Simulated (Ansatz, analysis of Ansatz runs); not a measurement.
# Y4S3N2 (C2/m), V_S hop (3.9 Å): attempt frequency at charge 0

Aim: the prefactor of a hop in Y4S3N2 (C2/m) (V_S hop (3.9 Å), charge 0) from the modes of the moving atom at the start and at the top of a path found beforehand. Model: a cell of 54 host atoms with 1 S taken out.

Calculated with Ansatz 0.2.0; plane-wave PAW DFT, PBEsol; finite-difference force constants of the moving atom alone.

**1. The starting structure**

The cell holds 53 atoms: 24 Y, 17 S and 12 N. Its edges and angles: a = 12.778 Å, b = 11.374 Å, c = 9.763 Å, α = 90.0°, β = 128.5°, γ = 90.0°. It derives from Y4S3N2 (space group C2/m). Nearest the centre at fractional (0.250, 0.583, 1.000): S46 at 1.96 Å, Y40 at 2.08 Å, Y25 at 2.10 Å, S48 at 3.30 Å, S29 at 3.31 Å, S44 at 3.31 Å, S28 at 3.33 Å, Y23 at 3.39 Å.

As a file:

```xyz
53
Lattice="12.7781 0.0000 -0.0248 0.0000 11.3745 0.0000 -6.0606 0.0000 7.6537" Properties=species:S:1:pos:R:3 pbc="T T T"
Y    -0.6214    1.9013    4.9624
Y     5.7705    0.0058    4.9405
Y     0.9429   -0.0011    2.6829
Y     7.3346    1.9017    2.6640
Y     4.6921    0.0025    1.0908
Y    11.0799    1.9015    1.0632
Y    -4.3639    1.9051    6.5375
Y     2.0201    0.0023    6.5378
S     0.0047    0.0066   -0.0054
S     6.3799    1.9157   -0.0117
S    -2.5255    0.0045    5.9938
S     3.8621    1.8954    5.9651
S     2.8603    1.9246    1.6708
S     9.2482    0.0058    1.6480
N    -0.3401    1.9063    2.7444
N     6.0518    0.0039    2.7303
N     0.6629    0.0039    4.8879
N     7.0577    1.9008    4.8688
Y    -0.6065    5.6938    4.9469
Y     5.7639    3.7938    4.9418
Y     0.9374    3.7658    2.6881
Y     7.3239    5.6889    2.6557
Y     4.6985    3.7941    1.0737
Y    11.1079    5.6919    1.0725
Y    -4.3686    5.6929    6.5152
Y     2.0186    3.7993    6.5411
S     0.0213    3.7984   -0.0072
S     6.3893    5.6916   -0.0300
S    -2.5262    3.7969    5.9812
S     3.8738    5.6893    5.9786
S     9.2570    3.7989    1.6513
N    -0.2938    5.6907    2.7348
N     6.0352    3.8006    2.7323
N     0.6681    3.7889    4.8854
N     7.0595    5.6939    4.8625
Y    -0.6218    9.4802    4.9619
Y     5.7620    7.5881    4.9414
Y     0.9442    7.6159    2.6857
Y     7.3335    9.4764    2.6655
Y     4.7040    7.5745    1.0689
Y    11.0798    9.4811    1.0600
Y    -4.3645    9.4802    6.5375
Y     2.0226    7.5782    6.5398
S     0.0210    7.5862   -0.0052
S     6.3775    9.4681   -0.0125
S    -2.5313    7.5859    5.9674
S     3.8664    9.4854    5.9798
S     2.8645    9.4617    1.6679
S     9.2555    7.5839    1.6500
N    -0.3396    9.4743    2.7433
N     6.0346    7.5795    2.7300
N     0.6720    7.5925    4.8846
N     7.0569    9.4837    4.8687
```

The cell's shortest repeat is 9.8 Å.

**2. Vibrations of the moving atom at the start point**

Harmonic transition-state theory takes the prefactor from the modes at the minimum and at the top. Only the moving atom is displaced, by 0.02 Å, which takes six displaced runs and a reference; the host's atoms are held.

Contents of q0.start.modes/input.yaml:

```yaml
crystal:
  lattice:
    - [12.77813411, 0.0, -0.02476517]
    - [0.0, 11.37446657, 0.0]
    - [-6.06062451, 0.0, 7.65368011]
  atoms:
    - { symbol: "Y", position: [0.25929049, 0.16715263, 0.64920829] }
    - { symbol: "Y", position: [0.75891493, 0.00051072, 0.64796142] }
    - { symbol: "Y", position: [0.2404207, -0.00010067, 0.35131568] }
    - { symbol: "Y", position: [0.74021837, 0.16719232, 0.35046389] }
    - { symbol: "Y", position: [0.43545639, 0.0002178, 0.14392394] }
    - { symbol: "Y", position: [0.93442295, 0.16717269, 0.14194003] }
    - { symbol: "Y", position: [0.06371178, 0.16748837, 0.85436785] }
    - { symbol: "Y", position: [0.5641064, 0.00020248, 0.8560346] }
    - { symbol: S, position: [3.107e-05, 0.00058114, -0.00070491] }
    - { symbol: S, position: [0.49932887, 0.16841765, 9.28e-05] }
    - { symbol: S, position: [0.17406413, 0.00039231, 0.78369593] }
    - { symbol: S, position: [0.67293783, 0.16663492, 0.78155978] }
    - { symbol: S, position: [0.32788491, 0.16920747, 0.21936372] }
    - { symbol: S, position: [0.82714806, 0.00051002, 0.21799588] }
    - { symbol: "N", position: [0.14367412, 0.16759289, 0.35903592] }
    - { symbol: "N", position: [0.6437898, 0.0003464, 0.35881721] }
    - { symbol: "N", position: [0.35532558, 0.00034624, 0.63979002] }
    - { symbol: "N", position: [0.8553566, 0.1671086, 0.63889974] }
    - { symbol: "Y", position: [0.25949288, 0.50057503, 0.64717994] }
    - { symbol: "Y", position: [0.75848215, 0.3335352, 0.64812582] }
    - { symbol: "Y", position: [0.24031537, 0.33107366, 0.35200011] }
    - { symbol: "Y", position: [0.73886472, 0.50014837, 0.3493738] }
    - { symbol: "Y", position: [0.43490545, 0.3335671, 0.14169011] }
    - { symbol: "Y", position: [0.93718636, 0.50041457, 0.14316037] }
    - { symbol: "Y", position: [0.06195329, 0.50050229, 0.85144469] }
    - { symbol: "Y", position: [0.56419051, 0.33402203, 0.85646199] }
    - { symbol: S, position: [0.00122322, 0.33393885, -0.00093403] }
    - { symbol: S, position: [0.49892986, 0.50038275, -0.00230179] }
    - { symbol: S, position: [0.17322039, 0.33380895, 0.78204002] }
    - { symbol: S, position: [0.6746912, 0.50018112, 0.78332731] }
    - { symbol: S, position: [0.82803979, 0.33398833, 0.21843492] }
    - { symbol: "N", position: [0.14671184, 0.50030799, 0.3577952] }
    - { symbol: "N", position: [0.64261685, 0.33413195, 0.35907107] }
    - { symbol: "N", position: [0.35557349, 0.33310551, 0.63945139] }
    - { symbol: "N", position: [0.85510668, 0.50058851, 0.63808166] }
    - { symbol: "Y", position: [0.25922423, 0.8334596, 0.64913693] }
    - { symbol: "Y", position: [0.75831255, 0.66711674, 0.64808385] }
    - { symbol: "Y", position: [0.24069007, 0.66956341, 0.35168122] }
    - { symbol: "Y", position: [0.7402299, 0.83313314, 0.350665] }
    - { symbol: "Y", position: [0.43504153, 0.66592321, 0.14107088] }
    - { symbol: "Y", position: [0.93421314, 0.8335388, 0.14152042] }
    - { symbol: "Y", position: [0.06366528, 0.83346299, 0.85437427] }
    - { symbol: "Y", position: [0.56442364, 0.6662447, 0.85628695] }
    - { symbol: S, position: [0.00132052, 0.66694614, -0.00067548] }
    - { symbol: S, position: [0.49908266, 0.83239658, -1.958e-05] }
    - { symbol: S, position: [0.17196466, 0.66691993, 0.78023332] }
    - { symbol: S, position: [0.67417866, 0.83391653, 0.78347546] }
    - { symbol: S, position: [0.32803722, 0.83183743, 0.2189804] }
    - { symbol: S, position: [0.82784305, 0.6667496, 0.21826387] }
    - { symbol: "N", position: [0.1436384, 0.83294208, 0.35888713] }
    - { symbol: "N", position: [0.64242642, 0.66635895, 0.35876897] }
    - { symbol: "N", position: [0.35582914, 0.6674995, 0.63935345] }
    - { symbol: "N", position: [0.85529203, 0.83376909, 0.63889708] }
  symmetry: { detect: false }
basis:
  ecutwfc: 420
  xc_grid: 2
hamiltonian:
  xc: pbesol
kpoints:
  mp_grid: { grid: [1, 1, 1], shift: [0.25, 0.25, 0.25] }
scf:
  occupations: { method: fixed }
  max_iter: 100
phonons:
  supercell: [1, 1, 1]
  displaced_sites: [45]
  amplitude: 0.02
```

Command:

```bash
> ansatz run input.yaml --threads 32 --pin off --max-ram 84787MiB --backend cuda --events-out ev --progress --plain --runs-dir out --max-vram 78GiB
```

Numbers of over 12 decimals in the logs are rounded to 6 here.

The program printed:

```text
Engine: ansatz 0.2.0, aarch64-unknown-linux-gnu
[...]
Pseudopotential: Y, paw, valence charge 11, recommended cutoff 420 eV (normal), Y.paw.azcp
Pseudopotential: S, paw, valence charge 6, recommended cutoff 420 eV (normal), S.paw.azcp
Pseudopotential: N, paw, valence charge 5, recommended cutoff 420 eV (normal), N.paw.azcp
Functional definition: PBEsol
[...]
Crystal: 53 atoms, lattice volume = 1110.713 Å³
Basis set: ecut = 420 eV, 21699 PW (Γ), exchange–correlation on 180×160×144 points (8 copies of the dense FFT grid, shifted against one another)
Bands: 266, of which v1, the nominal top of the filled ones, is band 213 counted from 1 (212 counted from 0)
[...]
k-points: 1
[...]
Functional: x = pbesol(κ = 0.804, μ = 0.123457), c = pbesol(β = 0.046)
[...]
SCF iter   2: F=—  HF=-110771.692687 eV  |F-HF|=—  |Δ(HF+E_count)|=   3.17e-1  Δρ=3.46e-3  dr2=3.71e-1  ethr=4.04e-4  ⟨swp⟩=2.0  Hψ=408  notcnv=0  defer=51
[...]
SCF iter  14: F=-110771.602394 eV  HF=-110771.602394 eV  |F-HF|=5.82e-11  |Δ(HF+E_count)|=  5.82e-11  Δρ=1.44e-7  dr2=3.32e-10  ethr=1.00e-12  ⟨swp⟩=19.0  Hψ=1383  notcnv=0
SCF 1 converged in 14 iterations: F = -110771.602394 eV  dr2 = 3.32e-10
[...]
SCF 3 converged in 6 iterations: F = -110771.600828 eV  dr2 = 6.34e-11
[...]
SCF 9 converged in 9 iterations: F = -110771.602017 eV  dr2 = 3.86e-11
[...]
SCF 11 converged in 10 iterations: F = -110771.602039 eV  dr2 = 5.79e-12
[...]
SCF 13 converged in 10 iterations: F = -110771.602265 eV  dr2 = 8.83e-12
[...]
SCF 14 converged in 9 iterations: F = -110771.602223 eV  dr2 = 6.55e-11
[...]
SCF converged after 14 iterations
[...]
--- Band table (eV) ---
[...]
--- Phonons: 6 displaced members + reference (amplitude 0.02 Å, Σ member SCF iterations 48) ---
  symmetry images taken by strict's conditions (phonons.symmetry_images: auto; settled by no image being taken that strict refuses)
  force constants formed among 1 of 53 sites (S 45); the other 52 at rest. The modes move the named sites alone.
  the frequencies, the zero-point energy and the sums are of the block with the acoustic sum rule laid on its rows. Row sums over every site: 7.9e-5 eV/Å² at the most
  transpose residual: 1.1e-3 eV/Å²
  largest component of a force at the reference: 2.8e-3 eV/Å on a named site, 1.2e-2 eV/Å on a site at rest
  frequencies among the named sites at Γ of the cell (cm⁻¹): 140.90 254.75 266.57
  unstable modes among the named sites: 0
  frequencies as built, with no sum rule (cm⁻¹): 140.90 254.75 266.57
  zero-point energy: 0.041053 eV/cell   skipped modes (ω ≤ 0): 0
  not written: the harmonic force-constant file, the file of eigenvectors (these modes' are written with the force constants), the density of states and the dispersion, which are of every site
[...]
```

Elapsed: 7.3 s, on 1 × NVIDIA GB200 with 32 threads of Arm Neoverse V2, shared host; peak memory 2.1 GiB.

Read from the output:

| Quantity | Value |
| --- | --- |
| free energy | -110771.6024 eV |
| frequencies of moving atom | 140.9, 254.8, 266.6 cm⁻¹ (negative: imaginary) |

The three modes are 141, 255 and 267 cm⁻¹: all real, a minimum for this atom with the others held.

**3. Vibrations of the moving atom at the top of the path**

The same at the top, where the mode along the path should be imaginary.

Contents of q0.top.modes/input.yaml:

```yaml
crystal:
  lattice:
    - [12.77813411, 0.0, -0.02476517]
    - [0.0, 11.37446657, 0.0]
    - [-6.06062451, 0.0, 7.65368011]
  atoms:
    - { symbol: "Y", position: [0.25759599, 0.16436517, 0.65099045] }
    - { symbol: "Y", position: [0.76195358, -0.00117299, 0.65161844] }
    - { symbol: "Y", position: [0.2421657, 0.00300631, 0.34833169] }
    - { symbol: "Y", position: [0.73767952, 0.16854668, 0.34756996] }
    - { symbol: "Y", position: [0.44028883, 0.00712183, 0.14743463] }
    - { symbol: "Y", position: [0.93155295, 0.16221574, 0.14197727] }
    - { symbol: "Y", position: [0.05934079, 0.16020818, 0.85175442] }
    - { symbol: "Y", position: [0.56827827, 0.00530837, 0.85730714] }
    - { symbol: S, position: [0.00155012, -0.00311849, 0.00109385] }
    - { symbol: S, position: [0.49815054, 0.17047447, -0.00180327] }
    - { symbol: S, position: [0.17693963, -0.0129772, 0.78906001] }
    - { symbol: S, position: [0.67482264, 0.16750748, 0.78088617] }
    - { symbol: S, position: [0.32267061, 0.18033472, 0.21005165] }
    - { symbol: S, position: [0.82497216, -5.522e-05, 0.21836723] }
    - { symbol: "N", position: [0.14176918, 0.1654995, 0.3624335] }
    - { symbol: "N", position: [0.64847556, -0.00129777, 0.3648145] }
    - { symbol: "N", position: [0.35808759, 0.00185331, 0.63683554] }
    - { symbol: "N", position: [0.85108294, 0.16865909, 0.63434761] }
    - { symbol: "Y", position: [0.26161068, 0.49312335, 0.64711591] }
    - { symbol: "Y", position: [0.74119916, 0.32986416, 0.63297364] }
    - { symbol: "Y", position: [0.23657013, 0.32293364, 0.35241081] }
    - { symbol: "Y", position: [0.73779729, 0.49967352, 0.34558354] }
    - { symbol: "Y", position: [0.42668057, 0.34251291, 0.11480436] }
    - { symbol: "Y", position: [0.93752632, 0.49599384, 0.14471229] }
    - { symbol: "Y", position: [0.03641002, 0.47213652, 0.84667017] }
    - { symbol: "Y", position: [0.56762409, 0.3351776, 0.85955587] }
    - { symbol: S, position: [-0.00873112, 0.32199718, -0.00043847] }
    - { symbol: S, position: [0.50544506, 0.50703407, -0.00298207] }
    - { symbol: S, position: [0.15605487, 0.327261, 0.75560911] }
    - { symbol: S, position: [0.66707235, 0.50211505, 0.77410219] }
    - { symbol: S, position: [0.82306969, 0.33214712, 0.21578436] }
    - { symbol: "N", position: [0.15078568, 0.49749167, 0.3575857] }
    - { symbol: "N", position: [0.62865541, 0.33596202, 0.346529] }
    - { symbol: "N", position: [0.355686, 0.33116991, 0.6408399] }
    - { symbol: "N", position: [0.8398856, 0.49581986, 0.6260386] }
    - { symbol: "Y", position: [0.26322314, 0.84452837, 0.64695273] }
    - { symbol: "Y", position: [0.76205297, 0.66769507, 0.65370743] }
    - { symbol: "Y", position: [0.23812943, 0.67418209, 0.35238747] }
    - { symbol: "Y", position: [0.75842071, 0.8376134, 0.36607108] }
    - { symbol: "Y", position: [0.46356003, 0.69533946, 0.152703] }
    - { symbol: "Y", position: [0.9321184, 0.83217068, 0.13963418] }
    - { symbol: "Y", position: [0.07280904, 0.82498629, 0.88418838] }
    - { symbol: "Y", position: [0.56221622, 0.6713293, 0.85453963] }
    - { symbol: S, position: [-0.0054628, 0.66025873, 0.00229015] }
    - { symbol: S, position: [0.50851704, 0.8455034, -0.0003248] }
    - { symbol: S, position: [0.25009729, 0.58356637, 0.99930656] }
    - { symbol: S, position: [0.67663711, 0.83522322, 0.7834839] }
    - { symbol: S, position: [0.34337858, 0.83984641, 0.24322468] }
    - { symbol: S, position: [0.83250652, 0.66526128, 0.22483195] }
    - { symbol: "N", position: [0.14400584, 0.83619039, 0.35847208] }
    - { symbol: "N", position: [0.6600622, 0.67161626, 0.37329885] }
    - { symbol: "N", position: [0.34888403, 0.66987949, 0.6418013] }
    - { symbol: "N", position: [0.87083844, 0.83150547, 0.65245605] }
  symmetry: { detect: false }
basis:
  ecutwfc: 420
  xc_grid: 2
hamiltonian:
  xc: pbesol
kpoints:
  mp_grid: { grid: [1, 1, 1], shift: [0.25, 0.25, 0.25] }
scf:
  occupations: { method: fixed }
  max_iter: 100
phonons:
  supercell: [1, 1, 1]
  displaced_sites: [45]
  amplitude: 0.02
```

The program printed:

```text
[...]
Crystal: 53 atoms, lattice volume = 1110.713 Å³
Basis set: ecut = 420 eV, 21699 PW (Γ), exchange–correlation on 180×160×144 points (8 copies of the dense FFT grid, shifted against one another)
Bands: 266, of which v1, the nominal top of the filled ones, is band 213 counted from 1 (212 counted from 0)
[...]
k-points: 1
[...]
SCF iter   2: F=—  HF=-110769.331926 eV  |F-HF|=—  |Δ(HF+E_count)|=   2.23e-1  Δρ=3.62e-3  dr2=1.78e-1  ethr=2.88e-4  ⟨swp⟩=2.0  Hψ=409  notcnv=0  defer=51
[...]
SCF iter  15: F=-110769.305219 eV  HF=-110769.305219 eV  |F-HF|=1.46e-11  |Δ(HF+E_count)|=  2.91e-11  Δρ=1.08e-7  dr2=1.98e-10  ethr=1.00e-12  ⟨swp⟩=2.0  Hψ=767  notcnv=0
SCF 1 converged in 15 iterations: F = -110769.305219 eV  dr2 = 1.98e-10
[...]
SCF 3 converged in 7 iterations: F = -110769.302973 eV  dr2 = 1.47e-11
[...]
SCF 7 converged in 7 iterations: F = -110769.304721 eV  dr2 = 5.23e-11
[...]
SCF 10 converged in 9 iterations: F = -110769.304697 eV  dr2 = 9.67e-11
[...]
SCF 11 converged in 10 iterations: F = -110769.304848 eV  dr2 = 7.43e-11
[...]
SCF 14 converged in 10 iterations: F = -110769.305133 eV  dr2 = 4.39e-11
[...]
SCF converged after 15 iterations
[...]
--- Band table (eV) ---
[...]
transpose residual: 1.5e-3 eV/Å²
[...]
frequencies among the named sites at Γ of the cell (cm⁻¹): -122.25 124.13 428.41
  unstable modes among the named sites: 1
  frequencies as built, with no sum rule (cm⁻¹): -122.25 124.13 428.41
  zero-point energy: 0.034253 eV/cell   skipped modes (ω ≤ 0): 1, of them read as no rigid motion or as one in doubt: 1 (1.000e0 modes/cell left out, lowest -122.25 cm⁻¹)
[...]
```

Wall time 5.6 s (1 × NVIDIA GB200 with 32 threads); peak memory 2 GiB; 23 s of CPU time.

Numbers from this step:

```yaml
free_energy: -110769.3052 eV
frequencies_of_moving_atom: -122.2, 124.1, 428.4 cm⁻¹ (negative: imaginary)
```

The three modes are 122i, 124 and 428 cm⁻¹: one imaginary, a saddle of first order for this atom with the others held.

**4. Attempt frequency and hop rate**

Analysis of the runs above: harmonic transition-state theory from the moving atom's modes alone (Vineyard), PBEsol.

It gives:

* attempt frequency: 5.394 THz

Hop rate against temperature:

| temperature (K) | hop rate (1/s) |
| --- | --- |
| 200 | 7.0e-46 |
| 300 | 1.4e-26 |
| 400 | 6.1e-17 |
| 600 | 2.7e-7 |
| 800 | 0.0182 |
| 1000 | 14.3 |

**5. Results**

* attempt frequency (attempt frequency and hop rate): 5.39 THz

In words: The attempt frequency, the product of the three frequencies at the start over that of the two real ones at the top (Vineyard), is 5.4 THz. With the barrier of 2.30 eV it gives 2.7e-07 hops a second at 600 K along this one path; equivalent neighbouring sites multiply that. The host's atoms were held, though they move along the path too, so the prefactor is rough. Keep in mind: one k-point off the zone centre stands for the whole zone.

[Logs are printed without paths, hosts, clocks, repeated set-up lines and the standing remarks that a program may print on its own settings, such as how far it seeks lower states.]

[Hosts, paths, dates, database ids (printed as entryN), source tags and the programs' standing remarks are cut or masked in the printed files.]
